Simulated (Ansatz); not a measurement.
# Changed inputs in constrained RPA: NdTlTe2 (R-3m)

Aim: hold the target of a cRPA run on NdTlTe2 (R-3m) and move one thing at a time.

Main program and level: Ansatz 0.2.0; constrained RPA on LDA, plane waves, PAW.

Most raw output is cut from this account.

### 1. Starting point

The structure is trigonal, space group R-3m (No. 166). The conventional cell has a = 4.581 Å, b = 4.581 Å, c = 24.319 Å, α = 90.00°, β = 90.00°, γ = 120.00°. Nearest to Nd lie 6 Te at 3.20 Å. Nearest to Tl lie 6 Te at 3.48 Å. Te has 3 Nd at 3.20 Å and 3 Tl at 3.48 Å nearest. Farther neighbours and most contacts between anions are not listed.

The cell and positions are those that the Materials Project relaxed with its own functionals (PBE, PBE+U or r2SCAN), kept fixed. Spin-orbit coupling is left out unless a step names it. The default PAW set here is soft_2. Its files were made with PBE.

### 2. Base: Nd f, bands v2 to c5, 4×4×4 mesh, medium accuracy

Constrained RPA screens the interaction with every transition except those inside the target bands, which a later many-body model would treat itself.

Input file input.yaml:

```yaml
crystal:
  lattice:
    - [3.60049823, 6.83967717, -3.60049823]
    - [6.83967717, 3.60049823, -3.60049823]
    - [3.60049823, 3.60049823, -6.83967717]
  atoms:
    - { symbol: Nd, position: [0.0, 0.0, 0.0] }
    - { symbol: Tl, position: [0.5, 0.5, 0.5] }
    - { symbol: Te, position: [0.74048918, 0.74048918, 0.74048918] }
    - { symbol: Te, position: [0.25951082, 0.25951082, 0.25951082] }
kpoints:
  mp_grid: { grid: [8, 8, 8] }
hamiltonian:
  xc: lda
scf:
  occupations: { method: gaussian, width: 0.08 }
  n_extra_bands: 21
  max_iter: 150
output:
  crpa:
    kmesh: [4, 4, 4]
    target_bands: [v2, c5]
    projections: [{ species: Nd, l: f, shell: 4 }]
  local_orbitals:
    kmesh: [8, 8, 8]
    orbitals: [{ species: Nd, l: f, shell: 4 }]
    window: { bands: [v2, c5] }
    seedname: lo
```

Started as:

```
> ansatz run input.yaml --threads 4 --pin off --max-ram 9216MiB --backend cpu --events-out ev --progress --plain --runs-dir out
```

Wall time 20 min (4 threads of Arm Neoverse V2, shared host); peak memory 1.7 GiB; 77 min of CPU time.

Numbers from this step:

```yaml
u: 2.723 eV
u_prime_inter_orbital: 1.754 eV
j: 0.4797 eV
bare_v: 24.26 eV
bare_j: 0.6501 eV
stated_bound_on_u: 0.002667 eV
u_over_bare_v: 0.1122
electrons_in_the_window: 3.000
head_of_the_constrained_inverse_dielectric_matrix: 0.09615
least_eigenvalue_of_the_projection_s_overlap: 0.4161
target_functions: 7
bands_in_the_sums: 70
r_m_s_miss_of_the_model_bands: 0.002311 eV
width_of_the_target_bands: 0.7211 eV
weight_of_the_projected_orbitals_in_the_window: 0.9327
```

On the Nd f shell, screening brings the on-site interaction from 24.3 eV down to U = 2.72 eV.

### 3. Changed: 2×2×2 mesh

Edit input.yaml of step 2 so:

```diff
@@ -20,9 +20,4 @@
   crpa:
-    kmesh: [4, 4, 4]
+    kmesh: [2, 2, 2]
     target_bands: [v2, c5]
     projections: [{ species: Nd, l: f, shell: 4 }]
-  local_orbitals:
-    kmesh: [8, 8, 8]
-    orbitals: [{ species: Nd, l: f, shell: 4 }]
-    window: { bands: [v2, c5] }
-    seedname: lo
```

It took 81 s on 4 threads; peak memory 1.5 GiB.

Numbers from this step:

- U: 2.129 eV
- U prime (inter-orbital): 1.256 eV
- J: 0.4424 eV
- bare V: 23.86 eV
- bare J: 0.6378 eV
- stated bound on U: 0.002730 eV
- U over bare V: 0.08923
- electrons in the window: 3.000
- head of the constrained inverse dielectric matrix: 0.09627
- least eigenvalue of the projection's overlap: 0.4161
- target functions: 7
- bands in the sums: 70
- width of the target bands: 0.7211 eV
- weight of the projected orbitals in the window: 0.9327

On the Nd f shell, screening brings the on-site interaction from 23.9 eV down to U = 2.13 eV.

### 4. Changed: a keyword of another program

Edit input.yaml of step 3 so:

```diff
@@ -20,4 +20,5 @@
   crpa:
-    kmesh: [2, 2, 2]
+    kmesh: [4, 4, 4]
     target_bands: [v2, c5]
     projections: [{ species: Nd, l: f, shell: 4 }]
+    NCRPA_BANDS: 1
```

Run time: 0.02 s. Hardware: 4 threads; peak memory 0.023 GiB.

The program refused the input before any cycle.

The program's message: “Error: YAML parse error: error: line 24 column 5: unknown field `NCRPA_BANDS`, expected one of accuracy, bounded_pairs, pair_densities, n_empty_bands, n_guard_bands, ecut_chi, kmesh, target_bands, pro …”

The fault put into this input: a keyword of another program.

### 5. Side by side

Times are wall times on 4 threads of Arm Neoverse V2, shared host, good to a factor of about two.

```
          run  bare V (eV)  U (eV)  J (eV)  bound on U (eV)  width (eV)    time
target window        24.26   2.723   0.480           0.0027        0.72  20 min
   2×2×2 mesh        23.86   2.129   0.442           0.0027        0.72    81 s
```

### 6. Outcome

```json
{"target window": "U 2.72 eV, J 0.48 eV", "2×2×2 mesh": "U 2.13 eV, J 0.44 eV"}
```

What this shows: 2×2×2 mesh moves U by −0.59 eV at 0.068 times the time. The printed bound covers the solver alone, not the mesh, and no denser mesh than the base was run. The parent state is non-magnetic and the interaction static (zero frequency); U depends on the window and the orbitals, so it belongs to this model alone. Spin-orbit coupling, which is strong for atoms this heavy, is left out.

[Paths, hosts, dates, memory and timing lines, banners, echoed tables and standing remarks are left out of the program output.]

[Logs are printed without paths, hosts, clocks, repeated set-up lines and the standing remarks that a program may print on its own settings, such as how far it seeks lower states.]

[Runs of the session that timed out or met a known fault of the program may be left out.]

[Hosts, paths, dates, database ids (printed as entryN), source tags and the programs' standing remarks are cut or masked in the printed files.]
